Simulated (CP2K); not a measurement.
The C K edge of acetylene was computed by TDDFT (CP2K XAS_TDP, aug-cc-pVTZ, TDA) at these levels: BHandHLYP, PBEh(45%) and PBEh(45%) + GW2X. The first three lines of C1 (bonded to C and H) with a strength over 0.0015, energy in eV and strength:

```csv
run,first,second,third
1,286.25 (0.099),288.78 (0.007),289.37 (0.002)
2,281.55 (0.101),284.08 (0.007),284.67 (0.002)
3,283.46 (0.109),285.97 (0.009),286.68 (0.002)
```

**Question.** Which run is which?

Run 1: PBEh(45%) + GW2X (45 % exact exchange). Run 2: PBEh(45%) (45 % exact exchange). Run 3: BHandHLYP (50 % exact exchange). Self-interaction lifts the core level, so the uncorrected lines rise with the share of exact exchange. The GW2X run keeps the spacings of its parent: 2.53 eV between the first two lines in run 1, 2.53 eV in run 2. Its shift is +4.70 eV, since the Kohn–Sham level at this share of exchange lies that far above the quasiparticle level.

[Banner, clock and machine lines of the logs are left out without a mark of their own.]

[Logs are printed without paths, hosts, clocks, repeated set-up lines and the standing remarks that a program may print on its own settings, such as how far it seeks lower states.]

[Hosts, paths, dates, database ids (printed as entryN), source tags and the programs' standing remarks are cut or masked in the printed files.]
